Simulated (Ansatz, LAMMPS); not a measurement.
# Zn in place of Ga at several sites of Ga2O3 with crystalline order left by the classical run (95 atoms)

Aim: make Zn in place of Ga at several sites of Ga2O3 with crystalline order left by the classical run (95 atoms), relax each, and compare their energies.

Calculated with Ansatz 0.2.0; Kohn-Sham DFT, revPBE, PAW (set soft_1), plane waves.

## (1) The starting structure

The cell holds 95 atoms: 38 Ga and 57 O. Its edges and angles: a = 10.264 Å, b = 10.264 Å, c = 10.264 Å, α = 90.0°, β = 90.0°, γ = 90.0°. 95 atoms (38 Fe, 57 O) placed at random at 4.7 g/cm³, melted at 5000 K for 10 ps at fixed volume with the Morse and Coulomb pair potential with partial charges (Pedone, Malavasi, Menziani, Cormack and Segre, J. Phys. Chem. B 110, 11780 (2006)). Quenched from 5000 K to 300 K at 50 K/ps and fixed volume, held 5 ps, then minimised at fixed cell. Then Fe was replaced by Ga and the cell scaled by 1.003 (the potential has no terms for the new elements, so the cell is a start for a DFT relaxation).

Limits known from the start: The quench rate of 50 K/ps far exceeds what a furnace or splat quench reaches, so expect more defects and frozen-in strain than in a real sample. The starting topology of bonds comes from the classical model, and needn't be the one that DFT or experiment would give. Only the Γ point is sampled, in a cell whose shortest periodic width is 10 Å.

## (2) Single point at the start

A single point comes first, to see the forces before anything moves.

The input, input.yaml:

```yaml
crystal:
  lattice:
    - [10.2635, 0.0, 0.0]
    - [0.0, 10.2635, 0.0]
    - [0.0, 0.0, 10.2635]
  atoms:
    - { symbol: Ga, position: [0.28034, 0.39565, 0.84853] }
    - { symbol: Ga, position: [0.53768, 0.79851, 0.14318] }
    - { symbol: Ga, position: [0.91777, 0.98331, 0.80888] }
    - { symbol: Ga, position: [0.96598, 0.26929, 0.76343] }
    - { symbol: Ga, position: [0.83125, 0.9205, 0.1306] }
    - { symbol: Ga, position: [0.07416, 0.48434, 0.01661] }
    - { symbol: Ga, position: [0.50064, 0.36792, 0.38835] }
    - { symbol: Ga, position: [0.87442, 0.35031, 0.35787] }
    - { symbol: Ga, position: [0.14674, 0.55275, 0.38263] }
    - { symbol: Ga, position: [0.69227, 0.46038, 0.61247] }
    - { symbol: Ga, position: [0.05824, 0.734, 0.10068] }
    - { symbol: Ga, position: [0.19362, 0.07124, 0.73459] }
    - { symbol: Ga, position: [0.19601, 0.30612, 0.50345] }
    - { symbol: Ga, position: [0.28167, 0.82446, 0.31226] }
    - { symbol: Ga, position: [0.35173, 0.59753, 0.61211] }
    - { symbol: Ga, position: [0.48056, 0.18516, 0.67072] }
    - { symbol: Ga, position: [0.38303, 0.10117, 0.41289] }
    - { symbol: Ga, position: [0.73336, 0.4869, 0.14448] }
    - { symbol: Ga, position: [0.1367, 0.00583, 0.03263] }
    - { symbol: Ga, position: [0.35775, 0.55202, 0.16115] }
    - { symbol: Ga, position: [0.66696, 0.31904, 0.89717] }
    - { symbol: Ga, position: [0.22974, 0.28407, 0.18986] }
    - { symbol: Ga, position: [0.76254, 0.16211, 0.54395] }
    - { symbol: Ga, position: [0.01957, 0.52697, 0.65479] }
    - { symbol: Ga, position: [0.91288, 0.20468, 0.05709] }
    - { symbol: Ga, position: [0.85538, 0.69754, 0.36887] }
    - { symbol: Ga, position: [0.7598, 0.74745, 0.63494] }
    - { symbol: Ga, position: [0.84554, 0.70402, 0.89631] }
    - { symbol: Ga, position: [0.54688, 0.61402, 0.88023] }
    - { symbol: Ga, position: [0.12361, 0.80678, 0.57033] }
    - { symbol: Ga, position: [0.63517, 0.9338, 0.90066] }
    - { symbol: Ga, position: [0.44477, 0.89, 0.67024] }
    - { symbol: Ga, position: [0.03991, 0.05828, 0.34916] }
    - { symbol: Ga, position: [0.63252, 0.92358, 0.40533] }
    - { symbol: Ga, position: [0.40531, 0.09826, 0.95574] }
    - { symbol: Ga, position: [0.30334, 0.76326, 0.89327] }
    - { symbol: Ga, position: [0.56004, 0.64514, 0.39608] }
    - { symbol: Ga, position: [0.61746, 0.15289, 0.16354] }
    - { symbol: O, position: [0.01394, 0.65841, 0.48732] }
    - { symbol: O, position: [0.66319, 0.75906, 0.28857] }
    - { symbol: O, position: [0.54235, 0.79348, 0.54232] }
    - { symbol: O, position: [0.84871, 0.30856, 0.91332] }
    - { symbol: O, position: [0.56845, 0.4935, 0.256] }
    - { symbol: O, position: [0.63941, 0.48628, 0.98493] }
    - { symbol: O, position: [0.80087, 0.8677, 0.49246] }
    - { symbol: O, position: [0.84267, 0.1279, 0.70513] }
    - { symbol: O, position: [0.52717, 0.04305, 0.78798] }
    - { symbol: O, position: [0.4338, 0.94205, 0.33894] }
    - { symbol: O, position: [0.13946, 0.91426, 0.4114] }
    - { symbol: O, position: [0.2634, 0.6888, 0.45682] }
    - { symbol: O, position: [0.33453, 0.02498, 0.60215] }
    - { symbol: O, position: [0.97019, 0.86244, 0.97245] }
    - { symbol: O, position: [0.9918, 0.0584, 0.16231] }
    - { symbol: O, position: [0.48403, 0.21033, 0.283] }
    - { symbol: O, position: [0.76958, 0.28614, 0.17311] }
    - { symbol: O, position: [0.14974, 0.60217, 0.20459] }
    - { symbol: O, position: [0.30538, 0.42463, 0.31444] }
    - { symbol: O, position: [0.70381, 0.01047, 0.24676] }
    - { symbol: O, position: [0.77738, 0.04926, 0.99011] }
    - { symbol: O, position: [0.73673, 0.61243, 0.50156] }
    - { symbol: O, position: [0.43036, 0.67396, 0.02414] }
    - { symbol: O, position: [0.49382, 0.51827, 0.51825] }
    - { symbol: O, position: [0.7028, 0.78109, 0.02042] }
    - { symbol: O, position: [0.39771, 0.52864, 0.78961] }
    - { symbol: O, position: [0.61166, 0.31577, 0.71951] }
    - { symbol: O, position: [0.88264, 0.40141, 0.64055] }
    - { symbol: O, position: [0.94044, 0.6705, 0.73688] }
    - { symbol: O, position: [0.55032, 0.21859, 0.9988] }
    - { symbol: O, position: [0.27043, 0.95844, 0.8841] }
    - { symbol: O, position: [0.91511, 0.5886, 0.02517] }
    - { symbol: O, position: [0.04324, 0.11698, 0.89376] }
    - { symbol: O, position: [0.84872, 0.52259, 0.28299] }
    - { symbol: O, position: [0.41801, 0.69905, 0.26455] }
    - { symbol: O, position: [0.0488, 0.32656, 0.1224] }
    - { symbol: O, position: [0.16293, 0.65594, 0.95068] }
    - { symbol: O, position: [0.20265, 0.8612, 0.13879] }
    - { symbol: O, position: [0.28068, 0.76058, 0.69517] }
    - { symbol: O, position: [0.90169, 0.1643, 0.41574] }
    [... 11 atom lines left out ...]
    - { symbol: O, position: [0.93144, 0.79665, 0.22875] }
    - { symbol: O, position: [0.59325, 0.07798, 0.52321] }
    - { symbol: O, position: [0.68738, 0.60351, 0.75465] }
    - { symbol: O, position: [0.28479, 0.41891, 0.04142] }
    - { symbol: O, position: [0.69393, 0.3306, 0.45876] }
    - { symbol: O, position: [0.26573, 0.13863, 0.07912] }
kpoints:
  mp_grid: { grid: [1, 1, 1] }
hamiltonian:
  xc: revpbe
  pseudopotentials: { kind: paw, azcp: { folder: soft_1 } }
scf:
  occupations: { method: fixed }
output:
  forces: true
```

The run is started by

```
$ ansatz run input.yaml --threads 4 --pin off --max-ram 8192MiB --backend cpu --events-out ev --progress --plain --runs-dir out
```

Numbers of over 12 decimals in the logs are rounded to 6 here.

The program printed:

```text
Engine: ansatz 0.2.0, aarch64-unknown-linux-gnu
Pseudopotentials: kind: paw
Pseudopotential: Ga, paw, valence charge 13, recommended cutoff 420 eV (normal), soft_1/Ga.paw.azcp
Pseudopotential: O, paw, valence charge 6, recommended cutoff 420 eV (normal), soft_1/O.paw.azcp
[... 5 lines on functional and potentials left out ...]
Crystal: 95 atoms, lattice volume = 1081.151 Å³
Basis set: ecut = 420 eV, 21247 PW (Γ), exchange–correlation on 144×144×144 points (8 copies of the dense FFT grid, shifted against one another)
Bands: 513, of which v1, the nominal top of the filled ones, is band 418 counted from 1 (417 counted from 0)
Symmetry: 1 space group operations
Space group: P1 (ITA 1), of the structure as read, at distance tolerance 1.0e-4 Å
k-points: 1
[... 7 lines on functional and potentials left out ...]
Initial density: superposition of atomic densities (chi_scale 0.1, normalization cell, long waves kept (reshape's long-wave potential 0.08 eV rms))
Initial wavefunctions: pseudopotential atomic-orbital guess
Functional: x = revpbe(κ = 1.245, μ = 0.219515), c = pbe(β = 0.066725)
SCF iter   1: F=—  HF=-176359.145613 eV  |F-HF|=—  |Δ(HF+E_count)|=         —  Δρ=1.15e-1  dr2=6.54e1  ethr=3.10e-3  ⟨swp⟩=4.0  Hψ=1265  notcnv=0  defer=88
preconditioner: auto → Resta (q_TF=auto, 2.614 Å⁻¹)  ε∞=4.3  [insulator: Δε(μ)=1.653 eV  Ē_g=17.929 eV  n_scr=340 (ndim 8)  ℏωp=32.7 eV  f_vac=0.009  ε∞_Penn≈4.3]
SCF iter   2: F=—  HF=-176342.741728 eV  |F-HF|=—  |Δ(HF+E_count)|=    1.64e1  Δρ=5.26e-2  dr2=1.37e1  ethr=3.10e-3  ⟨swp⟩=2.0  Hψ=926  notcnv=0  defer=88
SCF iter   3: F=—  HF=-176338.239356 eV  |F-HF|=—  |Δ(HF+E_count)|=    4.50e0  Δρ=1.60e-2  dr2=2.10e0  ethr=1.64e-3  ⟨swp⟩=3.0  Hψ=840  notcnv=0  defer=89
SCF iter   4: F=—  HF=-176337.714223 eV  |F-HF|=—  |Δ(HF+E_count)|=   5.25e-1  Δρ=4.89e-3  dr2=2.29e-1  ethr=2.51e-4  ⟨swp⟩=2.0  Hψ=806  notcnv=0  defer=93
SCF iter   5: F=—  HF=-176337.881591 eV  |F-HF|=—  |Δ(HF+E_count)|=   1.67e-1  Δρ=3.32e-3  dr2=8.93e-2  ethr=2.73e-5  ⟨swp⟩=3.0  Hψ=977  notcnv=0  defer=91
SCF iter   6: F=—  HF=-176337.933866 eV  |F-HF|=—  |Δ(HF+E_count)|=   5.23e-2  Δρ=1.22e-3  dr2=1.40e-2  ethr=1.07e-5  ⟨swp⟩=3.0  Hψ=824  notcnv=0  defer=93
SCF iter   7: F=—  HF=-176337.936146 eV  |F-HF|=—  |Δ(HF+E_count)|=   2.28e-3  Δρ=4.10e-4  dr2=2.00e-3  ethr=1.67e-6  ⟨swp⟩=2.0  Hψ=845  notcnv=0  defer=93
SCF iter   8: F=—  HF=-176337.938238 eV  |F-HF|=—  |Δ(HF+E_count)|=   2.09e-3  Δρ=1.21e-4  dr2=2.03e-4  ethr=2.39e-7  ⟨swp⟩=2.0  Hψ=846  notcnv=0  defer=93
SCF iter   9: F=—  HF=-176337.938639 eV  |F-HF|=—  |Δ(HF+E_count)|=   4.01e-4  Δρ=1.41e-4  dr2=1.85e-4  ethr=2.43e-8  ⟨swp⟩=2.0  Hψ=844  notcnv=0  defer=87
SCF iter  10: F=—  HF=-176337.938630 eV  |F-HF|=—  |Δ(HF+E_count)|=   9.11e-6  Δρ=2.03e-5  dr2=5.49e-6  ethr=2.22e-8  ⟨swp⟩=2.0  Hψ=839  notcnv=0  defer=87
SCF iter  11: F=—  HF=-176337.939954 eV  |F-HF|=—  |Δ(HF+E_count)|=   1.32e-3  Δρ=1.68e-5  dr2=2.66e-6  ethr=6.57e-10  ⟨swp⟩=2.0  Hψ=931  notcnv=0  defer=87
SCF iter  12: F=—  HF=-176337.939954 eV  |F-HF|=—  |Δ(HF+E_count)|=   2.54e-8  Δρ=8.06e-6  dr2=6.16e-7  ethr=3.18e-10  ⟨swp⟩=2.0  Hψ=843  notcnv=0  defer=87
SCF iter  13: F=-176337.939954 eV  HF=-176337.939954 eV  |F-HF|=8.86e-8  |Δ(HF+E_count)|=   1.82e-7  Δρ=2.21e-6  dr2=5.62e-8  ethr=1.20e-11  ⟨swp⟩=2.0  Hψ=1729  notcnv=0
SCF 1 converged in 13 iterations: F = -176337.939954 eV  dr2 = 5.62e-8
  greatest PAW one-centre occupation: 0.998 electrons in one spin orbital (limit 2), on the Ga atom at site 26 (counted from 0), in its partial waves of l = 2
SCF converged after 13 iterations
Free energy (F): -176337.939954 eV
Harris-Foulkes:  -176337.939954 eV  (|F-HF|=8.86e-8)
Internal energy: -176337.939954 eV  (E = F + TS)
E sigma→0 (E₀):  -176337.939954 eV
Fermi energy:    7.573051 eV
--- Per-component energies (eV) ---
  E_band       = -1728.533528
  E_kinetic    = 13767.050353
  E_local      = -69758.992980  (includes V_loc(G=0)·N_el)
  E_nonlocal   = -374.006686
  E_hartree    = 40175.956183
  E_xc         = -6401.696867
  E_vxc        = -7218.970042  (∫ρ·V_xc dr)
  E_paw        = -85510.030579  (= ΣΔE_a)
  E_vpaw       = -18495.560798  (= ΣTr[D̂ρ^β])
  E_aug_tail   = 0.035641  (compensation charges beyond the density's cutoff)
  E_ewald      = -68231.977044
  E_core_change = -4.277975  (= ΣΔE_core)
  E_smearing   = -0.000000  (= −TS)
  E_closure    = 0.000000  (closes the sum)
  Σ components = -176337.939954   (vs F -176337.939954, Δ=0.00e0)
--- Forces (eV/Å), atoms counted from 1 ---
  atom   1  Ga     0.12545797     0.00768964     0.34113486
  atom   2  Ga     0.25666757    -0.13830986    -0.66493135
  atom   3  Ga     0.35495141     0.09740968     0.12263857
  atom   4  Ga    -0.49060511    -0.00919330    -0.38912873
  atom   5  Ga    -0.06754887     0.28764789    -0.94284647
  atom   6  Ga     0.18819273    -0.10563409    -0.26305569
  atom   7  Ga    -0.01078123    -0.18772094    -0.93017771
  atom   8  Ga    -0.09250184    -0.10780128    -0.15858023
  atom   9  Ga    -0.19814105     0.45499224    -0.10622798
  atom  10  Ga     0.71625888     0.00201664     0.24517914
  atom  11  Ga     0.57486455     0.40245804    -0.26128834
  atom  12  Ga    -0.23085102    -0.19632937    -0.43341374
  atom  13  Ga    -0.81957579    -0.12516132     0.45850562
  atom  14  Ga     0.07174949     0.62118751     0.03954817
[...]
atom  94  O      0.69131954     0.06511932     0.64814467
  atom  95  O      0.24739998    -0.13538377    -0.08568271
  max |Σ_I F_I| component: 4.86e-5 eV/Å
```

It took 22 s on 4 threads of Arm Neoverse V1, shared host; peak memory 1.7 GiB.

The r.m.s. force at the start is 0.30 eV/Å.

## (3) Relaxation

With the cell held, the atoms are moved downhill towards a nearby minimum.

The input, input.yaml:

```yaml
crystal:
  lattice:
    - [10.2635, 0.0, 0.0]
    - [0.0, 10.2635, 0.0]
    - [0.0, 0.0, 10.2635]
  atoms:
    [... the 95 atom lines of step 2 ...]
kpoints:
  mp_grid: { grid: [1, 1, 1] }
hamiltonian:
  xc: revpbe
  pseudopotentials: { kind: paw, azcp: { folder: soft_1 } }
scf:
  occupations: { method: fixed }
output:
  forces: true
relax:
  f_tol: 0.05
  max_steps: 120
```

The program printed:

```text
[...]
Crystal: 95 atoms, lattice volume = 1081.151 Å³
Basis set: ecut = 420 eV, 21247 PW (Γ), exchange–correlation on 144×144×144 points (8 copies of the dense FFT grid, shifted against one another)
Bands: 513, of which v1, the nominal top of the filled ones, is band 418 counted from 1 (417 counted from 0)
Symmetry: 1 space group operations
[...]
k-points: 1
[...]
SCF iter   1: F=—  HF=-176359.145614 eV  |F-HF|=—  |Δ(HF+E_count)|=         —  Δρ=1.15e-1  dr2=6.54e1  ethr=3.10e-3  ⟨swp⟩=4.0  Hψ=1265  notcnv=0  defer=88
[...]
SCF iter   9: F=—  HF=-176337.939946 eV  |F-HF|=—  |Δ(HF+E_count)|=   4.11e-4  Δρ=1.40e-4  dr2=1.83e-4  ethr=2.42e-8  ⟨swp⟩=2.0  Hψ=844  notcnv=0  defer=93
SCF iter  10: F=-176337.939951 eV  HF=-176337.939939 eV  |F-HF|=1.20e-5  |Δ(HF+E_count)|=   6.53e-6  Δρ=2.04e-5  dr2=5.56e-6  ethr=7.48e-9  ⟨swp⟩=2.0  Hψ=1773  notcnv=0
SCF 1 converged in 10 iterations: F = -176337.939951 eV  dr2 = 5.56e-6
[...]
relax step   1: F+E_penalty+E_count = -176337.93995097 eV  Δ(F+E_penalty+E_count) = +0.000e0 eV  max|allowed force component| = 9.428e-1 eV/Å  Δτ_max = 0.0000 Å  (10 SCF iters, dr2 threshold 6.25e-5 eV, accepted)
[...]
relax step   2: F+E_penalty+E_count = -176339.04374994 eV  Δ(F+E_penalty+E_count) = -1.104e0 eV  max|allowed force component| = 6.110e-1 eV/Å  Δτ_max = 0.1181 Å  (7 SCF iters, dr2 threshold 5.55e-5 eV, accepted)
[...]
relax step   3: F+E_penalty+E_count = -176339.87799928 eV  Δ(F+E_penalty+E_count) = -8.342e-1 eV  max|allowed force component| = 4.563e-1 eV/Å  Δτ_max = 0.1061 Å  (8 SCF iters, dr2 threshold 2.33e-5 eV, accepted)
relax step   4: F+E_penalty+E_count = -176340.47045774 eV  Δ(F+E_penalty+E_count) = -5.925e-1 eV  max|allowed force component| = 5.141e-1 eV/Å  Δτ_max = 0.2000 Å  (7 SCF iters, dr2 threshold 8.75e-5 eV, accepted)
relax step   5: F+E_penalty+E_count = -176340.85585994 eV  Δ(F+E_penalty+E_count) = -3.854e-1 eV  max|allowed force component| = 1.149e-1 eV/Å  Δτ_max = 0.2000 Å  (8 SCF iters, dr2 threshold 1.00e-4 eV, accepted)
relax step   6: F+E_penalty+E_count = -176340.96003441 eV  Δ(F+E_penalty+E_count) = -1.042e-1 eV  max|allowed force component| = 1.706e-1 eV/Å  Δτ_max = 0.2000 Å  (11 SCF iters, accepted)
relax step   7: F+E_penalty+E_count = -176341.03382970 eV  Δ(F+E_penalty+E_count) = -7.380e-2 eV  max|allowed force component| = 6.161e-2 eV/Å  Δτ_max = 0.2000 Å  (11 SCF iters, accepted)
relax step   8: F+E_penalty+E_count = -176341.08280373 eV  Δ(F+E_penalty+E_count) = -4.897e-2 eV  max|allowed force component| = 9.714e-2 eV/Å  Δτ_max = 0.2000 Å  (11 SCF iters, accepted)
relax step   9: F+E_penalty+E_count = -176341.10440646 eV  Δ(F+E_penalty+E_count) = -2.160e-2 eV  max|allowed force component| = 2.265e-1 eV/Å  Δτ_max = 0.1908 Å  (11 SCF iters, accepted)
relax step  10: F+E_penalty+E_count = -176341.27168857 eV  Δ(F+E_penalty+E_count) = -1.673e-1 eV  max|allowed force component| = 1.610e-1 eV/Å  Δτ_max = 0.2000 Å  (7 SCF iters, dr2 threshold 5.13e-5 eV, accepted)
relax step  11: F+E_penalty+E_count = -176341.37091757 eV  Δ(F+E_penalty+E_count) = -9.923e-2 eV  max|allowed force component| = 7.719e-2 eV/Å  Δτ_max = 0.2000 Å  (8 SCF iters, dr2 threshold 1.31e-5 eV, accepted)
relax step  12: F+E_penalty+E_count = -176341.43729934 eV  Δ(F+E_penalty+E_count) = -6.638e-2 eV  max|allowed force component| = 9.158e-2 eV/Å  Δτ_max = 0.2000 Å  (11 SCF iters, accepted)
relax step  13: F+E_penalty+E_count = -176341.40056645 eV  Δ(F+E_penalty+E_count) = +3.673e-2 eV  max|allowed force component| = 4.765e-1 eV/Å  Δτ_max = 0.1353 Å  (11 SCF iters, rejected (line search))
relax step  14: F+E_penalty+E_count = -176341.46118240 eV  Δ(F+E_penalty+E_count) = -2.388e-2 eV  max|allowed force component| = 3.805e-2 eV/Å  Δτ_max = 0.0676 Å  (10 SCF iters, accepted)
relax step  15: F+E_penalty+E_count = -176341.45474653 eV  Δ(F+E_penalty+E_count) = +6.436e-3 eV  max|allowed force component| = 1.376e-1 eV/Å  Δτ_max = 0.0919 Å  (10 SCF iters, rejected (line search))
relax step  16: F+E_penalty+E_count = -176341.46444274 eV  Δ(F+E_penalty+E_count) = -3.260e-3 eV  max|allowed force component| = 5.621e-2 eV/Å  Δτ_max = 0.0457 Å  (9 SCF iters, accepted)
[...]
relax step  17: F+E_penalty+E_count = -176341.46596293 eV  Δ(F+E_penalty+E_count) = -1.520e-3 eV  max|allowed force component| = 2.408e-2 eV/Å  Δτ_max = 0.0302 Å  (8 SCF iters, accepted)
SCF converged after 8 iterations
Free energy (F): -176341.465963 eV
[...]
Internal energy: -176341.465963 eV  (E = F + TS)
E sigma→0 (E₀):  -176341.465963 eV
Fermi energy:    7.301235 eV
[...]
Σ components = -176341.465963   (vs F -176341.465963, Δ=0.00e0)
--- Forces (eV/Å), atoms counted from 1 ---
  atom   1  Ga    -0.00076093     0.00320680    -0.01047289
  atom   2  Ga     0.00480718    -0.00725638     0.00339407
  atom   3  Ga     0.00747315     0.00400281    -0.00357810
  atom   4  Ga    -0.00112955     0.00603493    -0.01225150
[...]
atom  95  O      0.00085957     0.00360747     0.00067418
  max |Σ_I F_I| component: 1.01e-4 eV/Å
--- Relaxed structure (17 steps of the walk, 15 accepted, 0 SCFs on fresh bases) ---
  F+E_penalty+E_count = -176341.46596293 eV   max|allowed force component| = 2.408e-2 eV/Å
  atoms:
    - { symbol: Ga, position: [0.302608, 0.393189, 0.867777] }
    - { symbol: Ga, position: [0.533959, 0.787076, 0.135180] }
    - { symbol: Ga, position: [0.908938, 0.986522, 0.808081] }
    - { symbol: Ga, position: [0.967388, 0.250876, 0.767897] }
[...]
- { symbol: O, position: [0.262190, 0.144702, 0.077502] }
```

Run time: 5 min. Hardware: 4 threads; peak memory 1.7 GiB.

The relaxation converged after 17 steps, 3.53 eV below its start, with a largest force component of 0.024 eV/Å.

(Part 1 of 2 ends here.)

[Logs are printed without paths, hosts, clocks, repeated set-up lines and the standing remarks that a program may print on its own settings, such as how far it seeks lower states.]

[Hosts, paths, dates, database ids (printed as entryN), source tags and the programs' standing remarks are cut or masked in the printed files.]
